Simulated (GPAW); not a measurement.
# Work function of a 8-layer slab of Li(100) at several levels

Wanted: work functions and dipole of a 8-layer slab of Li(100), with the cost of each level.

Program: GPAW 26.7.0. Level of theory: GPAW, PAW setups; slab in vacuum, relaxation, in the first sound run; inputs show where later runs differ. Results are calculated unless marked as measured.

## 1. The structure

The cell holds 8 atoms: 8 Li. Cell: a = 3.490 Å, b = 3.490 Å, c = 26.215 Å, α = 90.0°, β = 90.0°, γ = 90.0°. Vacuum lies along c.

## 2. Relaxation

The atoms are relaxed first, since the surface dipole, and with it the work function, follows the positions of the outer layers. The lowest 4 atoms are held at bulk positions and keep their forces.

File run.py:

```python
import json
import numpy as np
from ase import Atoms
from ase.constraints import FixAtoms
from ase.optimize import BFGS
from gpaw import GPAW, PW

slab = Atoms(
    ['Li', 'Li', 'Li', 'Li', 'Li', 'Li', 'Li', 'Li'],
    positions=[
        [1.74500, 1.74500, 7.00000],
        [0.00000, 0.00000, 8.74500],
        [1.74500, 1.74500, 10.49000],
        [0.00000, 0.00000, 12.23500],
        [1.74500, 1.74500, 13.98000],
        [0.00000, 0.00000, 15.72500],
        [1.74500, 1.74500, 17.47000],
        [0.00000, 0.00000, 19.21500]],
    cell=[[3.49, 0.0, 0.0], [0.0, 3.49, 0.0], [0.0, 0.0, 26.215]],
    pbc=[True, True, False])

slab.calc = GPAW(mode=PW(400), xc='PBE', kpts={'size': (9, 9, 1), 'gamma': True},
                 occupations={'name': 'fermi-dirac', 'width': 0.1}, nbands='300%',
                 convergence={'density': 1e-05}, maxiter=200,
                 poissonsolver={'dipolelayer': 'xy'},
                 symmetry={'tolerance': 1e-3, 'extra_ids': [1, 1, 1, 1, 0, 0, 0, 0]}, txt='slab.txt')
result = {}
slab.set_constraint(FixAtoms([0, 1, 2, 3]))
path = []
opt = BFGS(slab, maxstep=0.2)
opt.attach(lambda: path.append((slab.get_potential_energy(), slab.positions.tolist(), slab.get_forces().tolist())))
result['relaxed'] = bool(opt.run(fmax=0.03, steps=40))
result['path'] = path
energy = slab.get_potential_energy()
fermi = slab.calc.get_fermi_level()
v = slab.calc.get_electrostatic_potential().mean((0, 1)) - fermi
n = slab.calc.get_pseudo_density().mean((0, 1))
L = slab.cell[2, 2]
z = np.arange(len(v)) * L / len(v)
low, high = slab.positions[:, 2].min(), slab.positions[:, 2].max()
below, above = np.interp([low - 4.8, high + 4.8], z, v)
slopes = [np.interp(x, z, np.gradient(v, z)) for x in (low - 4.8, high + 4.8)]
eps = np.array([[slab.calc.get_eigenvalues(k, s) for k in range(len(slab.calc.get_ibz_k_points()))]
                for s in range(slab.calc.get_number_of_spins())]) - fermi
top, bottom = eps[eps < 0].max(), eps[eps > 0].min()
dipole = slab.get_dipole_moment()[2]
print(f'energy {energy:.4f} eV, Fermi level {fermi:.4f} eV, dipole {dipole:.5f} e A')
print(f'potential 4.8 A off the faces, from the Fermi level: lower {below:.4f} eV, upper {above:.4f} eV')
print(f'slope of the potential there: lower {slopes[0]:.5f}, upper {slopes[1]:.5f} eV/A')
print(f'nearest levels on the mesh: {top:.4f} and {bottom:.4f} eV')
print('magnetic moment', round(slab.get_magnetic_moment(), 3))
result.update(energy=energy, fermi=fermi, dipole=dipole, below=below, above=above, slopes=slopes, edges=[top, bottom],
              z=z.tolist(), v=v.tolist(), n=n.tolist(), positions=slab.positions.tolist(),
              forces=slab.get_forces(apply_constraint=False).tolist(), moments=slab.get_magnetic_moments().tolist())
json.dump(result, open('result.json', 'w'))
```

Run with:

```
> OMP_NUM_THREADS=1 OPENBLAS_NUM_THREADS=1 python run.py
```

Output:

```text
Step          Energy          fmax
BFGS:    0      -14.556001        0.076088
BFGS:    1      -14.556092        0.074609
BFGS:    2      -14.558392        0.038279
BFGS:    3      -14.558420        0.038083
BFGS:    4      -14.560202        0.041997
BFGS:    5      -14.560258        0.047369
BFGS:    6      -14.560373        0.053224
BFGS:    7      -14.560697        0.061854
BFGS:    8      -14.561316        0.067069
BFGS:    9      -14.562255        0.058939
BFGS:   10      -14.563012        0.034022
BFGS:   11      -14.563254        0.033556
BFGS:   12      -14.563301        0.034590
BFGS:   13      -14.563347        0.034317
BFGS:   14      -14.563481        0.032682
BFGS:   15      -14.563751        0.028752
energy -14.5002 eV, Fermi level -1.1885 eV, dipole 0.00089 e A
potential 4.8 A off the faces, from the Fermi level: lower 2.9920 eV, upper 2.9811 eV
slope of the potential there: lower -0.00240, upper 0.00246 eV/A
nearest levels on the mesh: -0.0534 and 0.0067 eV
magnetic moment 0.0
```

The job ended after 6.3 min (1 thread of Arm Neoverse V2, shared host; peak memory 0.22 GiB).

Relaxation path:

```tsv
step	energy less that of the first step (eV)	largest force (eV/Å)
1	0.0000	0.0761
2	-0.0001	0.0746
3	-0.0026	0.0383
4	-0.0026	0.0381
5	-0.0051	0.0420
6	-0.0052	0.0474
7	-0.0055	0.0532
8	-0.0060	0.0619
9	-0.0070	0.0671
10	-0.0083	0.0589
11	-0.0093	0.0340
12	-0.0094	0.0336
13	-0.0094	0.0346
14	-0.0094	0.0343
15	-0.0094	0.0327
16	-0.0095	0.0288
```

The atoms that moved most (Å):

```tsv
atom	dx	dy	dz	length
Li8	0.000	0.000	-0.190	0.190
Li7	0.000	0.000	-0.182	0.182
Li6	0.000	0.000	-0.063	0.063
Li5	0.000	0.000	-0.020	0.020
```

The relaxed structure:

```
Li
1.0
     3.49000    0.00000    0.00000
     0.00000    3.49000    0.00000
     0.00000    0.00000   26.21500
Li
8
Direct
  0.50000 0.50000 0.26702
  0.00000 0.00000 0.33359
  0.50000 0.50000 0.40015
  0.00000 0.00000 0.46672
  0.50000 0.50000 0.53252
  0.00000 0.00000 0.59743
  0.50000 0.50000 0.65947
  0.00000 0.00000 0.72573
```

This step gave:

```yaml
dipole_along_the_normal: 8.88e-4 e·Å
levels_nearest_the_fermi_level_on_the_mesh: -0.05339, 0.006679 eV from the Fermi level
upper_work_function: 2.981 eV
lower_work_function: 2.992 eV
```

The electrostatic potential energy of an electron (without an applied field's), less the Fermi level, planar mean oscillates, so the rows of the table below give means over windows of 1.68 Å about each position, cut where the curve ends. Its maxima inside the range that stand out by 2 % of the span (Å: eV): 7.9: 0.628, 9.6: 0.708, 11.3: 0.706, 13.1: 0.663, 14.8: 0.628, 16.5: 0.403, 18.1: 0.640. Its minima: 7.0: -1.67, 8.7: -1.27, 10.5: -1.29, 12.3: -1.31, 13.9: -1.32, 15.6: -1.30, 17.3: -1.30, 19.0: -1.65.

Table of electrostatic potential energy of an electron (without an applied field's), less the Fermi level, planar mean by z; means over each step:

z (Å), electrostatic potential energy of an electron (without an applied field's), less the Fermi level, planar mean (eV) and a bar from the least value:
```
     0.84       2.99 ##############################
     2.52       2.99 ##############################
     4.20       2.91 #############################
     5.88       1.47 #################
     7.56      -0.38 
     9.24      -0.19 ##
    10.92      -0.21 ##
    12.60      -0.25 #
    14.28      -0.27 #
    15.96      -0.36 
    17.64      -0.27 #
    19.32      -0.24 #
    21.00       2.61 ###########################
    22.68       2.97 ##############################
    24.36       2.98 ##############################
    26.04       2.98 ##############################
```

The pseudo valence density, planar mean oscillates, so the rows of the table below give means over windows of 1 Å about each position, cut where the curve ends. Its maxima inside the range that stand out by 2 % of the span (Å: e/Å³): 6.7: 0.0322, 8.2: 0.0538, 9.9: 0.0511, 11.1: 0.0514, 13.4: 0.0520, 15.1: 0.0535, 16.1: 0.0538, 17.8: 0.0549, 19.3: 0.0318. Its minima: 6.9: 0.0288, 8.8: 0.0380, 10.5: 0.0371, 12.2: 0.0377, 14.1: 0.0387, 15.7: 0.0406, 17.2: 0.0408, 19.1: 0.0287.

Table of pseudo valence density, planar mean by z; means over each step:

z (Å), pseudo valence density, planar mean (e/Å³) and a bar:
```
        1     0.0000 
        2     0.0000 
        3     0.0001 
        4     0.0009 #
        5     0.0050 ###
        6     0.0190 ###########
        7     0.0360 #####################
        8     0.0518 ##############################
        9     0.0454 ##########################
       10     0.0474 ###########################
       11     0.0477 ###########################
       12     0.0450 ##########################
       13     0.0506 #############################
       14     0.0450 ##########################
       15     0.0514 #############################
       16     0.0486 ############################
       17     0.0480 ###########################
       18     0.0526 ##############################
       19     0.0364 #####################
       20     0.0195 ###########
       21     0.0052 ###
       22     0.0010 #
       23     0.0001 
       24     0.0000 
       25     0.0000
```

The relaxation lowered the energy of the cell by 0.00953 eV (energies extrapolated to zero smearing; the optimiser's log prints free energies). The largest force left on a free atom is 0.029 eV/Å.

## 3. The slab's potential

The work function is the vacuum plateau of the electrostatic potential less the Fermi level; a dipole layer lets the two faces have plateaus of their own.

This step: GPAW, PAW setups; slab in vacuum (GPAW 26.7.0).

run.py: that of step 2 with these lines changed.

```diff
@@ -3,4 +3,2 @@
 from ase import Atoms
-from ase.constraints import FixAtoms
-from ase.optimize import BFGS
 from gpaw import GPAW, PW
@@ -14,6 +12,6 @@
         [0.00000, 0.00000, 12.23500],
-        [1.74500, 1.74500, 13.98000],
-        [0.00000, 0.00000, 15.72500],
-        [1.74500, 1.74500, 17.47000],
-        [0.00000, 0.00000, 19.21500]],
+        [1.74500, 1.74500, 13.96009],
+        [0.00000, 0.00000, 15.66158],
+        [1.74500, 1.74500, 17.28804],
+        [0.00000, -0.00000, 19.02504]],
     cell=[[3.49, 0.0, 0.0], [0.0, 3.49, 0.0], [0.0, 0.0, 26.215]],
@@ -25,10 +23,4 @@
                  poissonsolver={'dipolelayer': 'xy'},
-                 symmetry={'tolerance': 1e-3, 'extra_ids': [1, 1, 1, 1, 0, 0, 0, 0]}, txt='slab.txt')
+                 symmetry={'tolerance': 1e-3}, txt='slab.txt')
 result = {}
-slab.set_constraint(FixAtoms([0, 1, 2, 3]))
-path = []
-opt = BFGS(slab, maxstep=0.2)
-opt.attach(lambda: path.append((slab.get_potential_energy(), slab.positions.tolist(), slab.get_forces().tolist())))
-result['relaxed'] = bool(opt.run(fmax=0.03, steps=40))
-result['path'] = path
 energy = slab.get_potential_energy()
```

Output:

```text
energy -14.5002 eV, Fermi level -1.1885 eV, dipole 0.00087 e A
potential 4.8 A off the faces, from the Fermi level: lower 2.9920 eV, upper 2.9811 eV
slope of the potential there: lower -0.00240, upper 0.00246 eV/A
nearest levels on the mesh: -0.0534 and 0.0067 eV
magnetic moment 0.0
```

The job ended after 27 s (1 thread; peak memory 0.21 GiB).

This step gave:

* dipole along the normal: 8.73e-4 e·Å
* levels nearest the Fermi level on the mesh: -0.05339, 0.006682 eV from the Fermi level

Electrostatic potential energy of an electron (without an applied field's), less the Fermi level, planar mean against z:

z (Å), electrostatic potential energy of an electron (without an applied field's), less the Fermi level, planar mean (eV) and a bar from the least value:
```
      0.0       2.99 ##############################
      0.5       2.99 ##############################
      1.0       2.99 ##############################
      1.5       2.99 ##############################
      2.0       2.99 ##############################
      2.5       2.99 ##############################
      3.0       2.99 ##############################
      3.5       2.98 ##############################
      4.0       2.95 ##############################
      4.5       2.89 #############################
      5.0       2.74 ############################
      5.5       2.37 ##########################
      6.0       1.56 #####################
      6.5      -0.07 ##########
      7.0      -1.65 
      7.5      -0.13 ##########
      8.0       0.58 ##############
      8.5      -0.80 ######
      9.0      -0.77 ######
      9.5       0.64 ###############
     10.0       0.06 ###########
     10.5      -1.28 ##
     11.0       0.13 ############
     11.5       0.61 ###############
     12.0      -0.85 #####
     12.5      -0.76 ######
     13.0       0.62 ###############
     13.5      -0.06 ##########
     14.0      -1.28 ##
     14.5       0.17 ############
     15.0       0.47 ##############
     15.5      -1.07 ####
     16.0      -0.57 #######
     16.5       0.39 #############
     17.0      -0.74 ######
     17.5      -0.90 #####
     18.0       0.56 ##############
     18.5      -0.04 ##########
     19.0      -1.65 
     19.5      -0.19 #########
     20.0       1.48 ####################
     20.5       2.33 ##########################
     21.0       2.71 ############################
     21.5       2.88 #############################
     22.0       2.94 ##############################
     22.5       2.97 ##############################
     23.0       2.98 ##############################
     23.5       2.98 ##############################
     24.0       2.98 ##############################
     24.5       2.98 ##############################
     25.0       2.98 ##############################
     25.5       2.98 ##############################
     26.0       2.98 ##############################
```

The pseudo valence density, planar mean by z:

```tsv
z (Å)	pseudo valence density, planar mean (e/Å³)
1.0	3.1e-6
1.5	7.2e-6
2.0	1.7e-5
2.5	4.4e-5
3.0	1.2e-4
3.5	3.1e-4
4.0	7.8e-4
4.5	0.00194
5.0	0.00453
5.5	0.00966
6.0	0.0182
6.5	0.0314
7.0	0.0309
7.5	0.0506
8.0	0.0534
8.5	0.0455
9.0	0.0448
9.5	0.0505
10.0	0.0504
10.5	0.0375
11.0	0.0507
11.5	0.0508
12.0	0.0439
12.5	0.0452
13.0	0.0514
13.5	0.0506
14.0	0.0389
14.5	0.0522
15.0	0.0530
15.5	0.0435
16.0	0.0501
16.5	0.0535
17.0	0.0484
17.5	0.0460
18.0	0.0544
18.5	0.0514
19.0	0.0314
19.5	0.0318
20.0	0.0187
20.5	0.00998
21.0	0.00471
21.5	0.00204
22.0	8.2e-4
22.5	3.3e-4
23.0	1.3e-4
23.5	4.7e-5
24.0	1.8e-5
24.5	6.9e-6
25.0	2.6e-6
```

Force by atom:

```tsv
atom	x (eV/Å)	y (eV/Å)	z (eV/Å)	size
Li1	0.0000	0.0000	-0.0018	0.0018
Li2	0.0000	0.0000	0.0748	0.0748
Li3	0.0000	0.0000	-0.0080	0.0080
Li4	0.0000	0.0000	-0.0369	0.0369
Li5	0.0000	0.0000	0.0054	0.0054
Li6	0.0000	0.0000	-0.0288	0.0288
Li7	0.0000	0.0000	-0.0086	0.0086
Li8	0.0000	0.0000	0.0040	0.0040
```

The potential is flat to 0.002 eV/Å where it is read, so the vacuum is wide enough.

## 4. Self-consistent run: xc = "revPBE"

The same geometry under revPBE, to see how far the functional moves the levels against the vacuum.

run.py: that of step 3 with these lines changed.

```diff
@@ -19,3 +19,3 @@
 
-slab.calc = GPAW(mode=PW(400), xc='PBE', kpts={'size': (9, 9, 1), 'gamma': True},
+slab.calc = GPAW(mode=PW(400), xc='revPBE', kpts={'size': (9, 9, 1), 'gamma': True},
                  occupations={'name': 'fermi-dirac', 'width': 0.1}, nbands='300%',
```

Output:

```text
energy -13.6495 eV, Fermi level -1.1231 eV, dipole 0.00089 e A
potential 4.8 A off the faces, from the Fermi level: lower 2.9317 eV, upper 2.9206 eV
slope of the potential there: lower -0.00250, upper 0.00257 eV/A
nearest levels on the mesh: -0.0520 and 0.0095 eV
magnetic moment 0.0
```

Elapsed: 28 s, on 1 thread; peak memory 0.21 GiB.

This step gave:

* dipole along the normal: 8.90e-4 e·Å
* levels nearest the Fermi level on the mesh: -0.05205, 0.009477 eV from the Fermi level
* upper work function: 2.921 eV
* lower work function: 2.932 eV

The electrostatic potential energy of an electron (without an applied field's), less the Fermi level, planar mean oscillates, so the rows of the table below give means over windows of 1.68 Å about each position, cut where the curve ends. Its maxima inside the range that stand out by 2 % of the span (Å: eV): 7.9: 0.555, 9.6: 0.631, 11.3: 0.628, 13.1: 0.585, 14.8: 0.548, 16.5: 0.321, 18.1: 0.566. Its minima: 7.0: -1.72, 8.7: -1.34, 10.5: -1.37, 12.3: -1.38, 13.9: -1.39, 15.6: -1.38, 17.3: -1.38, 19.0: -1.71.

Electrostatic potential energy of an electron (without an applied field's), less the Fermi level, planar mean against z; means over each step:

```tsv
z (Å)	electrostatic potential energy of an electron (without an applied field's), less the Fermi level, planar mean (eV)
0.84	2.93
2.52	2.93
4.20	2.85
5.88	1.43
7.56	-0.451
9.24	-0.271
10.92	-0.282
12.60	-0.325
14.28	-0.346
15.96	-0.443
17.64	-0.345
19.32	-0.295
21.00	2.55
22.68	2.90
24.36	2.92
26.04	2.92
```

The pseudo valence density, planar mean oscillates, so the rows of the table below give means over windows of 1 Å about each position, cut where the curve ends. Its maxima inside the range that stand out by 2 % of the span (Å: e/Å³): 6.7: 0.0322, 8.2: 0.0537, 9.9: 0.0510, 11.1: 0.0513, 13.4: 0.0520, 15.1: 0.0534, 16.1: 0.0537, 17.8: 0.0548, 19.3: 0.0319. Its minima: 6.9: 0.0291, 8.8: 0.0382, 10.5: 0.0373, 12.2: 0.0379, 14.1: 0.0389, 15.7: 0.0408, 17.2: 0.0409, 19.1: 0.0290.

Pseudo valence density, planar mean against z; means over each step:

z (Å), pseudo valence density, planar mean (e/Å³) and a bar:
```
        1     0.0000 
        2     0.0000 
        3     0.0001 
        4     0.0009 #
        5     0.0050 ###
        6     0.0191 ###########
        7     0.0360 #####################
        8     0.0517 ##############################
        9     0.0454 ##########################
       10     0.0474 ###########################
       11     0.0477 ###########################
       12     0.0451 ##########################
       13     0.0506 #############################
       14     0.0450 ##########################
       15     0.0513 #############################
       16     0.0486 ############################
       17     0.0480 ###########################
       18     0.0525 ##############################
       19     0.0365 #####################
       20     0.0196 ###########
       21     0.0052 ###
       22     0.0009 #
       23     0.0001 
       24     0.0000 
       25     0.0000
```

Force by atom:

```tsv
atom	x (eV/Å)	y (eV/Å)	z (eV/Å)	size
Li1	0.0000	0.0000	-0.0407	0.0407
Li2	0.0000	0.0000	0.0706	0.0706
Li3	0.0000	0.0000	-0.0074	0.0074
Li4	0.0000	0.0000	-0.0381	0.0381
Li5	0.0000	0.0000	0.0038	0.0038
Li6	0.0000	0.0000	-0.0318	0.0318
Li7	0.0000	0.0000	-0.0006	0.0006
Li8	0.0000	0.0000	0.0442	0.0442
```

The upper face's work function is 2.921 eV, against 2.981 eV in the first plane-wave PBE run at this geometry.

## 5. Self-consistent run: xc = "LDA"

The same geometry under LDA, to see how far the functional moves the levels against the vacuum.

run.py: that of step 4 with these lines changed.

```diff
@@ -19,3 +19,3 @@
 
-slab.calc = GPAW(mode=PW(400), xc='revPBE', kpts={'size': (9, 9, 1), 'gamma': True},
+slab.calc = GPAW(mode=PW(400), xc='LDA', kpts={'size': (9, 9, 1), 'gamma': True},
                  occupations={'name': 'fermi-dirac', 'width': 0.1}, nbands='300%',
```

Output:

```text
energy -15.4436 eV, Fermi level -1.2765 eV, dipole 0.00087 e A
potential 4.8 A off the faces, from the Fermi level: lower 3.0787 eV, upper 3.0680 eV
slope of the potential there: lower -0.00243, upper 0.00249 eV/A
nearest levels on the mesh: -0.0006 and 0.0777 eV
magnetic moment 0.0
```

Elapsed: 26 s, on 1 thread; peak memory 0.21 GiB.

This step gave:

| Quantity | Value |
| --- | --- |
| dipole along the normal | 8.66e-4 e·Å |
| levels nearest the Fermi level on the mesh | -6.06e-4, 0.07774 eV from the Fermi level |
| upper work function | 3.068 eV |
| lower work function | 3.079 eV |

The upper face's work function is 3.068 eV, against 2.981 eV in the first plane-wave PBE run at this geometry.

## 6. OptPBE vdW: xc = "optPBE-vdW"

The same geometry under optPBE-vdW, to see how far the functional moves the levels against the vacuum (the van der Waals functionals take revPBE setups).

run.py: that of step 5 with these lines changed.

```diff
@@ -19,3 +19,3 @@
 
-slab.calc = GPAW(mode=PW(400), xc='LDA', kpts={'size': (9, 9, 1), 'gamma': True},
+slab.calc = GPAW(mode=PW(400), xc='optPBE-vdW', kpts={'size': (9, 9, 1), 'gamma': True},
                  occupations={'name': 'fermi-dirac', 'width': 0.1}, nbands='300%',
```

Output:

```text
energy -24.4623 eV, Fermi level -1.2223 eV, dipole 0.00071 e A
potential 4.8 A off the faces, from the Fermi level: lower 3.0988 eV, upper 3.0902 eV
slope of the potential there: lower -0.00507, upper 0.00523 eV/A
nearest levels on the mesh: -0.0535 and 0.0057 eV
magnetic moment 0.0
```

Run time: 43 s. Hardware: 1 thread; peak memory 0.42 GiB.

Numbers from this step:

```yaml
dipole_along_the_normal: 7.09e-4 e·Å
levels_nearest_the_fermi_level_on_the_mesh: -0.05355, 0.005729 eV from the Fermi level
upper_work_function: 3.090 eV
lower_work_function: 3.099 eV
```

The upper face's work function is 3.090 eV, against 2.981 eV in the first plane-wave PBE run at this geometry.

[end of part 1 of 2]

[Logs are printed without paths, hosts, clocks, repeated set-up lines and the standing remarks that a program may print on its own settings, such as how far it seeks lower states.]

[Hosts, paths, dates, database ids (printed as entryN), source tags and the programs' standing remarks are cut or masked in the printed files.]
